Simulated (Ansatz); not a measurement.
# How fast states decay through Rb2H2SO, part 2 of 3

A new crystal, Rb2H2SO: structure, gap and complex bands. It is built by putting S for part of the O in the RbHO structure of space group P2_1/m, with the volume rescaled by atomic radii. The parent structure comes from the Materials Project.

Ansatz 0.2.0; PBEsol DFT, plane waves, PAW files (the session's first sound run).

So far. Step 2 (Cell and atoms at rest): The largest force component on a free atom ends at 0.0017 eV/Å.

The structure was built from a prototype and need not be the compound's stable phase.

### Step 3. Band edges

The energy window and the wavevectors of the next steps follow from the band edges, so these are searched first, off the mesh as well.

File input.yaml:

```yaml
crystal:
  lattice:
    - [4.1659554251, 0.0, 0.0881161915]
    - [0.0, 4.5186398315, 0.0]
    - [-1.3315544356, 0.0, 6.984734905]
  atoms:
    - { symbol: Rb, position: [0.146851531, 0.25, 0.2522909118] }
    - { symbol: Rb, position: [0.7445304597, 0.75, 0.644422276] }
    - { symbol: H, position: [0.5860836611, 0.25, 0.8929335291] }
    - { symbol: H, position: [0.5834504237, 0.75, 0.1388207986] }
    - { symbol: S, position: [0.276505584, 0.25, 0.7958397187] }
    - { symbol: O, position: [0.6625783405, 0.75, 0.2756927658] }
kpoints:
  mp_grid: { grid: [6, 6, 4] }
  band_path: { path: [VBM, CBM], npoints: 30 }
scf:
  occupations: { method: fixed }
hamiltonian:
  xc: pbesol
output:
  eigenvalues: true
  write_potential: true
  write_density: true
  volumetric_format: npy
  elf: true
```

Started as:

```console
$ ansatz run input.yaml --threads 2 --pin off --max-ram 4096MiB --backend cpu --events-out ev --progress --plain --runs-dir out
```

Numbers of over 12 decimals in the logs are rounded to 6 here.

What it wrote:

```text
[...]
Crystal: 6 atoms, lattice volume = 132.014 Å³
Basis set: ecut = 420 eV, 2571 PW (Γ)
Bands: 22, of which v1, the nominal top of the filled ones, is band 16 counted from 1 (15 counted from 0)
Symmetry: 2 space group operations
[...]
k-points: 56 of 144 (time reversal used)
[...]
SCF iter   1: F=—  HF=-7914.563279 eV  |F-HF|=—  |Δ(HF+E_count)|=         —  Δρ=5.50e-3  dr2=3.78e-2  ethr=1.77e-3  ⟨swp⟩=5.0  Hψ=5640  notcnv=0  defer=220
[...]
SCF iter   7: F=-7914.555199 eV  HF=-7914.555199 eV  |F-HF|=4.87e-8  |Δ(HF+E_count)|=   3.57e-7  Δρ=4.97e-6  dr2=4.14e-8  ethr=3.13e-10  ⟨swp⟩=11.1  Hψ=6711  notcnv=0
SCF 1 converged in 7 iterations: F = -7914.555199 eV  dr2 = 4.14e-8
[...]
NSCF: frozen V_eff on 80 k-points
[...]
SCF converged after 7 iterations
Free energy (F): -7914.555199 eV
[...]
Internal energy: -7914.555199 eV  (E = F + TS)
E sigma→0 (E₀):  -7914.555199 eV
Fermi energy:    2.315705 eV
[...]
--- Band table (eV; the first three rows and the last of 56) ---
  k-point 0: bands = [... 12 lower, 1.8196, 2.1522, 2.2059, 2.2943, 5.2362, 6.4918, 8.1162, 8.8551, ... 2 higher]
  k-point 1: bands = [... 12 lower, 1.7023, 2.0783, 2.2780, 2.2905, 5.6202, 6.5556, 7.8481, 8.3987, ... 2 higher]
  k-point 2: bands = [... 12 lower, 1.5983, 2.0388, 2.2861, 2.3157, 6.0781, 6.8004, 7.2043, 8.2357, ... 2 higher]
  k-point 55: bands = [... 12 lower, 1.5252, 1.7422, 2.1145, 2.1343, 7.5854, 7.9853, 8.2404, 8.8451, ... 2 higher]
```

Run time: 23 s. Hardware: 2 threads of Arm Neoverse V2, shared host; peak memory 0.43 GiB.

This step gave:

* Fermi energy: 2.316 eV
* gap on the k-mesh: 2.920 eV
* gap on path: 2.920 eV, by band count; negative where bands overlap
* direct gap on path: 2.942 eV
* edge places on path: 0, 0.4481 1/A along the path

The electronic bands at the labelled points (eV, zero at the Fermi level (highest filled level under fixed occupations); v1 is the highest filled band, c1 the lowest empty one):

| point | v4 | v3 | v2 | v1 | c1 | c2 | c3 | c4 |
| --- | --- | --- | --- | --- | --- | --- | --- | --- |
| VBM | -0.72 | -0.28 | -0.03 | 0.00 | 3.76 | 4.48 | 4.89 | 5.92 |
| halfway | -0.61 | -0.24 | -0.04 | -0.03 | 3.30 | 4.24 | 5.53 | 6.08 |
| CBM | -0.50 | -0.16 | -0.11 | -0.02 | 2.92 | 4.18 | 5.80 | 6.54 |

Electrostatic potential energy in the ac plane at fractional y = 0.250, with atoms of Rb and H and S within 0.2 Å of it. With pseudopotentials it is smooth inside the atoms' cores, unlike the true potential.

Ten even steps from '0' (-72 eV) to '9' (7 eV), each cell a mean:
```
99999999889999
99988887469999
99755576369999
98555457789999
97456468999999
97445579999999
98656799999999
99989999999999
99999999999999
99999999999999
99999999999999
99999999999999
99999999999999
98888999999999
76447899999999
51004799999998
10002799999987
10003799999986
31027899999997
76678999999998
88899999999999
99999999999999
99999999999999
```
Columns run along a (4.2 Å; values clipped at the 3rd and 97th percentile), rows up along c (7.1 Å). Atoms in or near the plane, at fractional coordinates: Rb at (0.15, 0.25), H at (0.59, 0.89), S at (0.28, 0.80).

ELF in the ac plane at fractional y = 0.250, with atoms of Rb and H and S within 0.2 Å of it. It is the smooth field of the valence electrons, not physical close to the nuclei.

Ten even steps from '_' (0.03 × 1e-1) to '@' (9.92 × 1e-1), each cell a mean:
```
::==**####****%%@@@@##::____
**%%%%%%####%%@@@@@@%%--__..
##%%@@%%****%%@@@@@@##::__--
%%%%%%==..--%%@@@@@@++....==
##%%**..__::######++::__..==
####**====**##**++--____..==
**##%%%%%%%%%%**==..______--
++##%%@@@@%%##**::________::
==**##%%%%%%##==..________..
..--++++++++--::____________
____........________________
____________________________
..--====--::________________
**##%%%%##++::____________--
%%%%%%%%%%%%==..________::**
%%##**##%%%%++..________++%%
##--__--%%%%**..______..**%%
##--..++%%%%++..______::##%%
%%####%%%%##::________::##%%
%%%%%%%%**--__________..++##
**##**==::______________::++
......______........______..
____..::------==****::______
```
Columns run along a (4.2 Å), rows up along c (7.1 Å). Atoms in or near the plane, at fractional coordinates: Rb at (0.15, 0.25), H at (0.59, 0.89), S at (0.28, 0.80).

Valence density in the ac plane at fractional y = 0.250, with atoms of Rb and H and S within 0.2 Å of it. It is the smooth field of the valence electrons, not physical close to the nuclei.

Ten even steps from '_' (0.0 e/Å³) to '@' (2.0 e/Å³), each cell a mean:
```
______..............________
__..::::------==++--________
__::==++++++++****--________
..--++==::==**++--..________
..--==::..==++--..__________
..--======++--::____________
..::==++++==::..____________
__..::::::....______________
____......__________________
____________________________
____________________________
____________________________
____________________________
__..::::..__________________
--++####==::______________..
**@@@@@@##--______________::
@@@@**@@%%==..__________..==
@@@@##@@##--____________..==
%%@@@@%%==..____________..--
==++++==..________________::
........____________________
____________________________
____________________________
```
Columns run along a (4.2 Å), rows up along c (7.1 Å). Atoms in or near the plane, at fractional coordinates: Rb at (0.15, 0.25), H at (0.59, 0.89), S at (0.28, 0.80).

The searched edges give 2.92 eV, as on the mesh.

### Step 4. Decaying states in the gap, plane (001), k-mesh 6×6×4

This step: PBEsol DFT, plane waves, PAW files; complex bands by layer matching along the plane's normal (Ansatz 0.2.0).

The same crystal is laid in a cell whose first two vectors span the (001) plane (indices of the standard conventional cell, whose axes can be ordered otherwise than in the bulk input). At fixed energy and wavevector in the plane the solver finds all kz, real and complex. A few wavevectors are listed, (0, 0) and (0.5, 0) in units of the plane's reciprocal vectors; the slowest state needn't be among them.

input.yaml: that of step 3 with these lines changed.

```diff
@@ -2,5 +2,5 @@
   lattice:
-    - [4.1659554251, 0.0, 0.0881161915]
-    - [0.0, 4.5186398315, 0.0]
-    - [-1.3315544356, 0.0, 6.984734905]
+    - [4.166887216, 0.0, 0.0]
+    - [0.0, 4.518639832, 0.0]
+    - [-1.183552117, 0.0, 7.011331064]
   atoms:
@@ -14,3 +14,2 @@
   mp_grid: { grid: [6, 6, 4] }
-  band_path: { path: [VBM, CBM], npoints: 30 }
 scf:
@@ -21,5 +20,6 @@
   eigenvalues: true
-  write_potential: true
-  write_density: true
-  volumetric_format: npy
-  elf: true
+  transmission:
+    leads: [[0, 0]]
+    kpoints: [[0.0, 0.0], [0.5, 0.0]]
+    e_range: [-1.0, 3.92]
+    de: 0.08
```

What it wrote:

```text
[...]
Crystal: 6 atoms, lattice volume = 132.014 Å³
Basis set: ecut = 420 eV, 2571 PW (Γ)
Bands: 22, of which v1, the nominal top of the filled ones, is band 16 counted from 1 (15 counted from 0)
Symmetry: 2 space group operations
[...]
k-points: 56 of 144 (time reversal used)
[...]
SCF iter   1: F=—  HF=-7914.563414 eV  |F-HF|=—  |Δ(HF+E_count)|=         —  Δρ=5.51e-3  dr2=3.78e-2  ethr=1.77e-3  ⟨swp⟩=5.0  Hψ=5640  notcnv=0  defer=220
[...]
SCF iter   7: F=-7914.555199 eV  HF=-7914.555199 eV  |F-HF|=4.87e-8  |Δ(HF+E_count)|=   3.57e-7  Δρ=4.97e-6  dr2=4.15e-8  ethr=3.13e-10  ⟨swp⟩=11.1  Hψ=6705  notcnv=0
SCF 1 converged in 7 iterations: F = -7914.555199 eV  dr2 = 4.15e-8
[...]
transmission: 12 of 24 steps passed
transmission: 24 of 24 steps passed
SCF converged after 7 iterations
Free energy (F): -7914.555199 eV
[...]
Internal energy: -7914.555199 eV  (E = F + TS)
E sigma→0 (E₀):  -7914.555199 eV
Fermi energy:    2.315705 eV
[...]
--- Band table (eV; the first three rows and the last of 56) ---
  k-point 0: bands = [... 12 lower, 1.8196, 2.1522, 2.2059, 2.2943, 5.2362, 6.4918, 8.1162, 8.8551, ... 2 higher]
  k-point 1: bands = [... 12 lower, 1.7023, 2.0783, 2.2780, 2.2905, 5.6202, 6.5556, 7.8481, 8.3987, ... 2 higher]
  k-point 2: bands = [... 12 lower, 1.5983, 2.0388, 2.2861, 2.3157, 6.0781, 6.8004, 7.2043, 8.2357, ... 2 higher]
  k-point 55: bands = [... 12 lower, 1.5252, 1.7422, 2.1145, 2.1343, 7.5854, 7.9853, 8.2404, 8.8451, ... 2 higher]
--- Transmission ---
  basis      : 163 plane waves across, 12 finite elements along
  points     : 2, as listed
  energies   : 62 from -1.000000 to 3.880000 eV about the Fermi level, 0.080000 eV apart; the leads are filled to 1.460224 eV, and channels, transmission and decay are at 1.480000 eV
  crystal 0  : H2Rb2O1S1, at the sites [0, 0], period 7.0113 Å: whole cells are its period
    offset         : up to 0.0000 Å between an atom of the period and one for which it stands
    channels       : 0.000000e0 a spin
    conductance    : none, the energies end too early or step too widely for 300 K: set another output.transmission.e_range or a lower de, or, where they end at an eighth of basis.ecutwfc, a higher one
    slowest decay  : 0.3239 /Å at (0.0000, 0.0000)
```

It took 24 s on 2 threads; peak memory 0.51 GiB; 38 s of CPU time.

This step gave:

* level to which the leads are filled: 1.460 eV from the Fermi level
* decay constant at the filling level, zone centre: 0.3239 Å⁻¹
* decay constant at the filling level, slowest listed point: 0.3239 Å⁻¹

K parallel (0, 0); values up to 1.5 1/Å, a degenerate pair printed once or twice; energies at which all values exceed this have no row. Im kz of the slowest decaying states against energy, zero at the highest filled level on the SCF mesh:

| energy (eV) | decay 1 (Å⁻¹) | decay 2 (Å⁻¹) | decay 3 (Å⁻¹) | decay 4 (Å⁻¹) |
| --- | --- | --- | --- | --- |
| -1.0000 | 0.305 | 0.664 | 0.720 | 0.992 |
| -0.7600 | 0.129 | 0.623 | 0.683 | 0.965 |
| -0.5200 | 0.477 | 0.710 | 0.927 | 1.19 |
| -0.2800 | 0.0568 | 0.224 | 0.763 | 0.799 |
| -0.0400 | 0.251 | 0.262 | 0.843 | 1.07 |
| 0.2800 | 0.330 | 0.531 | 0.562 | 0.969 |
| 0.5200 | 0.340 | 0.596 | 0.692 | 0.980 |
| 0.7600 | 0.344 | 0.611 | 0.833 | 0.966 |
| 1.0000 | 0.343 | 0.617 | 0.942 | 1.03 |
| 1.2400 | 0.336 | 0.619 | 0.911 | 1.06 |
| 1.4800 | 0.324 | 0.617 | 0.880 | 0.981 |
| 1.7200 | 0.307 | 0.613 | 0.850 | 0.914 |
| 1.9600 | 0.285 | 0.607 | 0.820 | 0.874 |
| 2.2800 | 0.244 | 0.594 | 0.781 | 0.836 |
| 2.5200 | 0.200 | 0.582 | 0.750 | 0.812 |
| 2.7600 | 0.131 | 0.566 | 0.719 | 0.790 |
| 3.0000 | 0.547 | 0.686 | 0.768 | 1.01 |
| 3.2400 | 0.522 | 0.652 | 0.747 | 0.993 |
| 3.4800 | 0.491 | 0.614 | 0.725 | 0.978 |
| 3.7200 | 0.446 | 0.573 | 0.703 | 0.962 |

K parallel (0.5, 0); values up to 1.5 1/Å, a degenerate pair printed once or twice; energies at which all values exceed this have no row. Table of Im kz of the slowest decaying states by energy, zero at the highest filled level on the SCF mesh:

| energy (eV) | decay 1 (Å⁻¹) | decay 2 (Å⁻¹) | decay 3 (Å⁻¹) | decay 4 (Å⁻¹) |
| --- | --- | --- | --- | --- |
| -1.0000 | 0.183 | 0.713 | 0.721 | 0.791 |
| -0.7600 | 0.627 | 0.675 | 0.700 | 0.729 |
| -0.5200 | 0.230 | 0.383 | 0.526 | 0.651 |
| -0.2800 | 0.355 | 0.483 | 0.618 | 0.755 |
| -0.0400 | 0.396 | 0.650 | 0.666 | 0.755 |
| 0.2800 | 0.438 | 0.666 | 0.739 | 0.748 |
| 0.5200 | 0.463 | 0.668 | 0.739 | 0.767 |
| 0.7600 | 0.486 | 0.666 | 0.726 | 0.785 |
| 1.0000 | 0.510 | 0.662 | 0.706 | 0.796 |
| 1.2400 | 0.547 | 0.657 | 0.663 | 0.802 |
| 1.4800 | 0.569 | 0.682 | 0.805 | - |
| 1.7200 | 0.548 | 0.689 | 0.805 | - |
| 1.9600 | 0.529 | 0.688 | 0.803 | - |
| 2.2800 | 0.505 | 0.683 | 0.796 | 1.50 |
| 2.5200 | 0.485 | 0.676 | 0.790 | 1.48 |
| 2.7600 | 0.462 | 0.667 | 0.782 | 1.45 |
| 3.0000 | 0.437 | 0.656 | 0.772 | 1.43 |
| 3.2400 | 0.407 | 0.643 | 0.762 | 1.40 |
| 3.4800 | 0.370 | 0.629 | 0.749 | 1.38 |
| 3.7200 | 0.321 | 0.614 | 0.736 | 1.35 |

At the listed wavevectors the last open channel is at -0.04 eV and the next at +3.00 eV on the grid. At +1.48 eV, the grid energy nearest the filling level (the middle of the gap on the SCF mesh), the slowest state at the listed wavevectors decays with κ = 0.324 Å⁻¹, its amplitude falling by e over 3.1 Å. Through 1 nm of this crystal that state's transmission falls by exp(−2 × 0.324 Å⁻¹ × 10 Å) = 0.0015.

### Step 5. Complex bands, plane (100), k-mesh 6×4×6

The same for the (100) plane, at (0, 0), (0, -0.5) and (0.5, 0), to see how the decay depends on direction.

File input.yaml:

```yaml
crystal:
  lattice:
    - [4.518639832, 0.0, 0.0]
    - [0.0, 7.110524517, 0.0]
    - [0.0, -0.69358149, 4.10875818]
  atoms:
    - { symbol: Rb, position: [0.25, 0.2522909118, 0.146851531] }
    - { symbol: Rb, position: [0.75, 0.644422276, 0.7445304597] }
    - { symbol: H, position: [0.25, 0.8929335291, 0.5860836611] }
    - { symbol: H, position: [0.75, 0.1388207986, 0.5834504237] }
    - { symbol: S, position: [0.25, 0.7958397187, 0.276505584] }
    - { symbol: O, position: [0.75, 0.2756927658, 0.6625783405] }
kpoints:
  mp_grid: { grid: [6, 4, 6] }
scf:
  occupations: { method: fixed }
hamiltonian:
  xc: pbesol
output:
  eigenvalues: true
  transmission:
    leads: [[0, 0]]
    kpoints: [[0.0, 0.0], [0.0, -0.5], [0.5, 0.0]]
    e_range: [-1.0, 3.92]
    de: 0.08
```

What it wrote:

```text
[...]
Crystal: 6 atoms, lattice volume = 132.014 Å³
Basis set: ecut = 420 eV, 2571 PW (Γ)
Bands: 22, of which v1, the nominal top of the filled ones, is band 16 counted from 1 (15 counted from 0)
Symmetry: 2 space group operations
[...]
k-points: 56 of 144 (time reversal used)
[...]
SCF iter   1: F=—  HF=-7914.563329 eV  |F-HF|=—  |Δ(HF+E_count)|=         —  Δρ=5.53e-3  dr2=3.81e-2  ethr=1.77e-3  ⟨swp⟩=5.0  Hψ=5639  notcnv=0  defer=220
[...]
SCF iter   7: F=-7914.555199 eV  HF=-7914.555199 eV  |F-HF|=4.32e-8  |Δ(HF+E_count)|=   3.49e-7  Δρ=4.74e-6  dr2=4.06e-8  ethr=3.13e-10  ⟨swp⟩=11.4  Hψ=6904  notcnv=0
SCF 1 converged in 7 iterations: F = -7914.555199 eV  dr2 = 4.06e-8
[...]
transmission: 8 of 24 steps passed
transmission: 16 of 24 steps passed
transmission: 24 of 24 steps passed
SCF converged after 7 iterations
Free energy (F): -7914.555199 eV
[...]
Internal energy: -7914.555199 eV  (E = F + TS)
E sigma→0 (E₀):  -7914.555199 eV
Fermi energy:    2.315700 eV
[...]
--- Band table (eV; the first three rows and the last of 56) ---
  k-point 0: bands = [... 12 lower, 1.8196, 2.1522, 2.2059, 2.2943, 5.2361, 6.4918, 8.1162, 8.8551, ... 2 higher]
  k-point 1: bands = [... 12 lower, 1.7129, 2.0684, 2.1081, 2.1564, 5.8016, 6.9543, 8.0640, 8.9170, ... 2 higher]
  k-point 2: bands = [... 12 lower, 1.6731, 1.7910, 1.9036, 2.0532, 6.7588, 6.9869, 8.2804, 8.6381, ... 2 higher]
  k-point 55: bands = [... 12 lower, 1.5252, 1.7422, 2.1145, 2.1343, 7.5854, 7.9853, 8.2404, 8.8451, ... 2 higher]
--- Transmission ---
  basis      : 281 plane waves across, 8 finite elements along
  points     : 3, as listed
[...]
crystal 0  : Rb2S1H2O1, at the sites [0, 0], period 4.1088 Å: whole cells are its period
[...]
channels       : 0.000000e0 a spin
[...]
slowest decay  : 0.3082 /Å at (0.0000, 0.0000)
```

Elapsed: 98 s, on 2 threads; peak memory 0.88 GiB.

This step gave:

| Item | Value |
| --- | --- |
| decay constant at the filling level, zone centre | 0.3082 Å⁻¹ |
| decay constant at the filling level, slowest listed point | 0.3082 Å⁻¹ |

K parallel (0, 0); values up to 1.5 1/Å, a degenerate pair printed once or twice; energies at which all values exceed this have no row. The Im kz of the slowest decaying states by energy, zero at the highest filled level on the SCF mesh:

| energy (eV) | decay 1 (Å⁻¹) | decay 2 (Å⁻¹) | decay 3 (Å⁻¹) | decay 4 (Å⁻¹) |
| --- | --- | --- | --- | --- |
| -1.00 | 0.362 | 0.378 | 0.518 | 0.633 |
| -0.84 | 0.267 | 0.310 | 0.446 | 0.581 |
| -0.60 | 0.0866 | 0.267 | 0.468 | 0.788 |
| -0.44 | 0.137 | 0.336 | 0.337 | 0.779 |
| -0.20 | 0.255 | 0.433 | 0.766 | 1.02 |
| -0.04 | 0.270 | 0.286 | 0.291 | 0.467 |
| 0.20 | 0.237 | 0.314 | 0.434 | 0.498 |
| 0.36 | 0.291 | 0.328 | 0.497 | 0.510 |
| 0.60 | 0.322 | 0.360 | 0.522 | 0.566 |
| 0.76 | 0.326 | 0.382 | 0.525 | 0.601 |
| 0.92 | 0.326 | 0.399 | 0.526 | 0.630 |
| 1.16 | 0.322 | 0.417 | 0.523 | 0.667 |
| 1.32 | 0.316 | 0.424 | 0.518 | 0.686 |
| 1.56 | 0.303 | 0.428 | 0.508 | 0.674 |
| 1.72 | 0.292 | 0.427 | 0.500 | 0.656 |
| 1.96 | 0.271 | 0.422 | 0.484 | 0.635 |
| 2.12 | 0.253 | 0.415 | 0.472 | 0.622 |
| 2.28 | 0.232 | 0.406 | 0.458 | 0.609 |
| 2.52 | 0.189 | 0.389 | 0.434 | 0.589 |
| 2.68 | 0.150 | 0.375 | 0.416 | 0.576 |
| 2.92 | 0.00375 | 0.351 | 0.385 | 0.556 |
| 3.08 | 0.332 | 0.361 | 0.542 | 0.635 |
| 3.32 | 0.298 | 0.320 | 0.521 | 0.624 |
| 3.48 | 0.272 | 0.288 | 0.506 | 0.617 |
| 3.72 | 0.224 | 0.227 | 0.482 | 0.605 |
| 3.88 | 0.171 | 0.183 | 0.466 | 0.596 |

K parallel (0, -0.5); values up to 1.5 1/Å, a degenerate pair printed once or twice; energies at which all values exceed this have no row. The Im kz of the slowest decaying states by energy, zero at the highest filled level on the SCF mesh:

| energy (eV) | decay 1 (Å⁻¹) | decay 2 (Å⁻¹) | decay 3 (Å⁻¹) | decay 4 (Å⁻¹) |
| --- | --- | --- | --- | --- |
| -1.00 | 0.217 | 0.364 | 0.568 | 0.775 |
| -0.76 | 0.283 | 0.463 | 0.764 | 0.891 |
| -0.52 | 0.108 | 0.21 | 0.346 | 0.368 |
| -0.28 | 0.272 | 0.447 | 0.741 | 0.857 |
| -0.04 | 0.301 | 0.433 | 0.489 | 0.728 |
| 0.20 | 0.284 | 0.300 | 0.356 | 0.517 |
| 0.44 | 0.340 | 0.486 | 0.535 | 0.683 |
| 0.68 | 0.369 | 0.546 | 0.564 | 0.685 |
| 0.92 | 0.367 | 0.409 | 0.553 | 0.619 |
| 1.16 | 0.360 | 0.439 | 0.555 | 0.652 |
| 1.40 | 0.355 | 0.457 | 0.553 | 0.634 |
| 1.72 | 0.344 | 0.471 | 0.546 | 0.608 |
| 1.96 | 0.333 | 0.476 | 0.536 | 0.587 |
| 2.20 | 0.320 | 0.477 | 0.524 | 0.563 |
| 2.44 | 0.303 | 0.475 | 0.507 | 0.537 |
| 2.68 | 0.283 | 0.473 | 0.487 | 0.505 |
| 2.92 | 0.257 | 0.463 | 0.469 | 0.641 |
| 3.16 | 0.225 | 0.432 | 0.445 | 0.622 |
| 3.40 | 0.181 | 0.394 | 0.417 | 0.601 |
| 3.64 | 0.110 | 0.345 | 0.383 | 0.580 |
| 3.88 | 0.274 | 0.342 | 0.557 | 0.732 |

(Part 2 of 3 ends here.)

[Logs are printed without paths, hosts, clocks, repeated set-up lines and the standing remarks that a program may print on its own settings, such as how far it seeks lower states.]

[Hosts, paths, dates, database ids (printed as entryN), source tags and the programs' standing remarks are cut or masked in the printed files.]
